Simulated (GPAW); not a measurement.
# A GW chain in GPAW: WS2 (Tungstenite), part 2 of 2

How does a plane-wave GW calculation on WS2 (Tungstenite) run from the first input to the gap?

GPAW 26.7.0; LDA and many-body steps on it, plane waves. Known limits of the many-body steps: not at the basis limit; no spin-orbit coupling.

So far. Step 3 (Bands along the symmetry lines): The gap is 0.935 eV, −0.154 eV from the run before at this level. Step 4 (Empty states on the mesh, 6×6×6 mesh, 254 bands): On this mesh the gap is 0.942 eV.

## 5. Screening and self-energy, 6×6×6 mesh, 113 bands, screening to 96 eV

G0W0 replaces the xc potential by the self-energy, built once from these orbitals. Only a window of levels is corrected, while the sums run over the empty bands that the input names.

This step: G0W0 on LDA, plane waves, PAW.

run.py reads:

```python
import json
import numpy as np
from gpaw.mpi import world
from gpaw.response.g0w0 import G0W0

gw = G0W0('full.gpw',
    filename='gw',
    kpts=[0, 1, 20, 31],
    bands=(11, 15),
    ecut=96,
    nbands=113,
    integrate_gamma='WS',
    ppa=True)
gw.calculate()
res = {mode: {k: v for k, v in r.items() if k != 'sigma_eskwn'}
       for mode, r in gw.all_results.items()}

if world.rank == 0:
    with open('result.json', 'w') as f:
        json.dump(res, f, default=lambda x: x.tolist())
```

Started as:

```
$ mpirun -n 4 gpaw python run.py
```

Numbers of over 12 decimals in the logs are rounded to 6 here.

What it wrote:

```text
Using integrator: PointIntegrator
FrequencyGridDescriptor(from 0.000+0.000j to 0.000+27.211j eV, 2 points)
Nonperiodic BCs:  [False False False]
Using integrator: PointIntegrator
FrequencyGridDescriptor(from 0.000+0.000j to 0.000+27.211j eV, 2 points)
Nonperiodic BCs:  [False False False]
  ___  _ _ _
 |   || | | |
 | | || | | |
 |__ ||_____|
 |___|

BZ k-points: Symmetries present (total): 6

  [... matrices ...]
216 k-points: 6 x 6 x 6 Monkhorst-Pack grid + [1/12,1/12,1/12]
32 k-points in the irreducible part of the Brillouin zone
       k-points in crystal coordinates                weights
   0:     0.00000000    0.00000000    0.00000000          1/216
   1:     0.16666667    0.00000000   -0.16666667          6/216
   2:     0.16666667    0.00000000    0.00000000          6/216
   3:     0.16666667    0.16666667   -0.16666667          6/216
   4:     0.16666667    0.16666667    0.00000000          6/216
   5:     0.16666667    0.16666667    0.16666667          2/216
   6:     0.33333333   -0.16666667   -0.16666667          6/216
   7:     0.33333333    0.00000000   -0.33333333          6/216
   8:     0.33333333    0.00000000   -0.16666667         12/216
   9:     0.33333333    0.00000000    0.00000000          6/216
          ...
  31:     0.50000000    0.50000000    0.50000000          1/216

Distributing spins, k-points and bands (1 x 4 x 4) over 4 processes
Number of blocks: 1

Quasi particle states:
k-points (IBZ indices): [0, 1, 20, 31]
Band range: (11, 15)
  [... matrices ...]
Computational parameters:
Plane wave cut-off: 96 eV
Number of bands: 113
Coulomb cutoff: None
Broadening: 0.1 eV

fxc modes: GW
Kernel: RPA
Using Godby-Needs plasmon-pole approximation:
  Fitting energy: i*E0, E0 = 1.000 Hartree
Summing all q:

Calculating screened Coulomb potential
No Coulomb truncation
FrequencyGridDescriptor(from 0.000+0.000j to 0.000+27.211j eV, 2 points)
Removing empty qpoint cache files...

Calculating chi0 body with:
    Ground state adapter containing:
    Number of spins: 1
    Number of kpoints: 216
    Number of irreducible kpoints: 32
    Number of completely occupied states: 13
    Number of partially occupied states: 13
    Occupied states memory: 6.5 M / cpu

    Linear response parametrization:
    q_c: [1.3877787807814457e-17, 1.3877787807814457e-17, 1.3877787807814457e-17]
    Number of frequency points: 2
    Planewave cutoff: 96.0
    Number of bands: 113
    Number of planewaves: 129
    Broadening (eta): 1e-06
    comm.size: 4
    kncomm.size: 4
    blockcomm.size: 1

    Memory estimate of potentially large arrays:
        chi0_wGG: 0.507843 M / cpu
Integrating chi0 body.

Symmetries of q_c:
    Direct symmetries (Uq -> q): 6
    Indirect symmetries (TUq -> q): 6
In total 12 allowed symmetries.

  [... matrices ...]
32 groups of equivalent kpoints. 85.185185% reduction.

Integral kind: response function
Integrating chi0 head and wings.

Symmetries of q_c:
    Direct symmetries (Uq -> q): 6
    Indirect symmetries (TUq -> q): 6
In total 12 allowed symmetries.

  [... matrices ...]
32 groups of equivalent kpoints. 85.185185% reduction.

Integral kind: response function wings

Calculating chi0 body with:
    Ground state adapter containing:
    Number of spins: 1
    Number of kpoints: 216
    Number of irreducible kpoints: 32
    Number of completely occupied states: 13
    Number of partially occupied states: 13
[... the further q-points ...]

Results:
f:      Occupation numbers
eps:     KS-eigenvalues [eV]
vxc:     KS vxc [eV]
exx:     Exact exchange [eV]
sigma:   Self-energies [eV]
dsigma:  Self-energy derivatives
Z:       Renormalization factors
qp:      QP-energies [eV]

k-point 0 (0): (0.000, 0.000, 0.000)                GW
band       f     eps     vxc     exx   sigma  dsigma       Z      qp
                                                                   GW
  11   1.000   7.043 -16.497 -18.603   1.957  -0.269   0.788   6.926
  12   1.000   7.345 -17.166 -18.265   1.293  -0.264   0.791   7.499
  13   0.000  10.753 -18.513 -13.705  -3.711  -0.262   0.793  11.622
  14   0.000  10.753 -18.513 -13.705  -3.711  -0.262   0.793  11.622

k-point 1 (1): (0.167, 0.000, -0.167)                GW
band       f     eps     vxc     exx   sigma  dsigma       Z      qp
                                                                   GW
  11   1.000   6.845 -16.850 -19.177   2.161  -0.273   0.785   6.715
  12   1.000   7.021 -18.353 -19.527   1.473  -0.269   0.788   7.256
  13   0.000   9.535 -17.315 -13.058  -3.332  -0.252   0.799  10.274
  14   0.000  10.681 -20.046 -14.904  -3.910  -0.266   0.790  11.654

k-point 2 (20): (0.500, 0.167, -0.167)                GW
band       f     eps     vxc     exx   sigma  dsigma       Z      qp
                                                                   GW
  11   1.000   5.545 -16.892 -19.801   2.699  -0.286   0.778   5.381
  12   1.000   7.885 -18.559 -18.911   0.752  -0.260   0.793   8.202
  13   0.000   9.764 -20.253 -15.790  -3.258  -0.258   0.795  10.721
  14   0.000  11.031 -17.341 -12.157  -4.066  -0.251   0.799  11.926

k-point 3 (31): (0.500, 0.500, 0.500)                GW
band       f     eps     vxc     exx   sigma  dsigma       Z      qp
                                                                   GW
  11   1.000   6.326 -18.677 -20.262   1.805  -0.267   0.789   6.500
  12   1.000   8.593 -19.178 -19.471   0.701  -0.265   0.790   8.916
  13   0.000  10.869 -18.679 -13.819  -3.760  -0.264   0.791  11.739
  14   0.000  10.869 -18.679 -13.819  -3.760  -0.264   0.791  11.739
```

The job ended after 11 min (4 MPI ranks of Arm Neoverse V1, shared host; peak memory 2.8 GiB; 42 min of CPU time).

Numbers from this step:

| Quantity | Value |
| --- | --- |
| G0W0 gap on the mesh | 1.358 eV |
| least direct G0W0 gap on the computed points | 2.520 eV |
| Z at the valence top | 0.7904 |
| Z at the conduction bottom | 0.7989 |
| starting gap on the mesh | 0.9419 eV |
| k of the valence top | 0.5, 0.5, 0.5 |
| k of the conduction bottom | 0.1667, 0, -0.1667 |

The gap on the mesh goes from 0.94 eV to 1.36 eV, a correction of +0.42 eV. The start differs from the 1.09 eV found before because the two sample other k points.

Limits: finite bands, cutoff and mesh; no spin-orbit coupling. v1 is the top filled band, c1 the lowest empty one. Levels before and after the correction, in eV, zero at the valence-band top of each column:

|  | conduction bottom | valence top |
| --- | --- | --- |
| Kohn-Sham | 0.94 | 0.00 |
| G0W0 | 1.36 | 0.00 |

|  | level | energy (eV) |
| --- | --- | --- |
| Kohn-Sham | (0.167 0 -0.167) v2 | -1.748 |
| Kohn-Sham | (0.167 0 -0.167) v1 | -1.572 |
| Kohn-Sham | (0.167 0 -0.167) c1 | 0.942 |
| Kohn-Sham | (0.167 0 -0.167) c2 | 2.088 |
| Kohn-Sham | (0.5 0.5 0.5) v2 | -2.267 |
| Kohn-Sham | (0.5 0.5 0.5) v1 | 0.000 |
| Kohn-Sham | (0.5 0.5 0.5) c1-c2 | 2.276 |
| G0W0 | (0.167 0 -0.167) v2 | -2.201 |
| G0W0 | (0.167 0 -0.167) v1 | -1.660 |
| G0W0 | (0.167 0 -0.167) c1 | 1.358 |
| G0W0 | (0.167 0 -0.167) c2 | 2.739 |
| G0W0 | (0.5 0.5 0.5) v2 | -2.416 |
| G0W0 | (0.5 0.5 0.5) v1 | 0.000 |
| G0W0 | (0.5 0.5 0.5) c1-c2 | 2.823 |

## 6. Where the time went

Times are wall times on 4 MPI ranks of Arm Neoverse V1, shared host, good to a factor of about two.

| step | time | share | memory (GiB) |
| --- | --- | --- | --- |
| ground state | 19 s | 3 % | 0.85 |
| bands along the symmetry lines | 15 s | 2 % | 0.87 |
| empty states on the mesh | 28 s | 4 % | 1.5 |
| screening and self-energy | 11 min | 91 % | 2.8 |

## 7. Results

* LDA gap: 0.94 eV, indirect
* G0W0 gap on the mesh: 1.36 eV
* GW settings: 6×6×6 mesh, 113 bands, screening to 96 eV, Godby-Needs plasmon pole
* known limits: not at the basis limit; no spin-orbit coupling

**Reading.** G0W0 moves the gap on the mesh from 0.94 eV to 1.36 eV (+0.42 eV), with Z of 0.79 and 0.80 at the edges. The dearest step here is «screening and self-energy». Bands and cutoff are finite, so the gap is not at the basis limit. The miss can reach some tenths of an eV and take either sign; the mesh is an error of its own. These stock PAW sets were not made for GW; the filled d or f shell of W lies in the frozen core, which bears on start and correction. The many-body steps are scalar-relativistic: spin-orbit coupling is not in them.

[Paths, hosts, dates, memory and timing lines, banners, echoed tables and standing remarks are left out of the program output.]

[Logs are printed without paths, hosts, clocks, repeated set-up lines and the standing remarks that a program may print on its own settings, such as how far it seeks lower states.]

[Runs of the session that timed out or met a known fault of the program may be left out.]

[Hosts, paths, dates, database ids (printed as entryN), source tags and the programs' standing remarks are cut or masked in the printed files.]
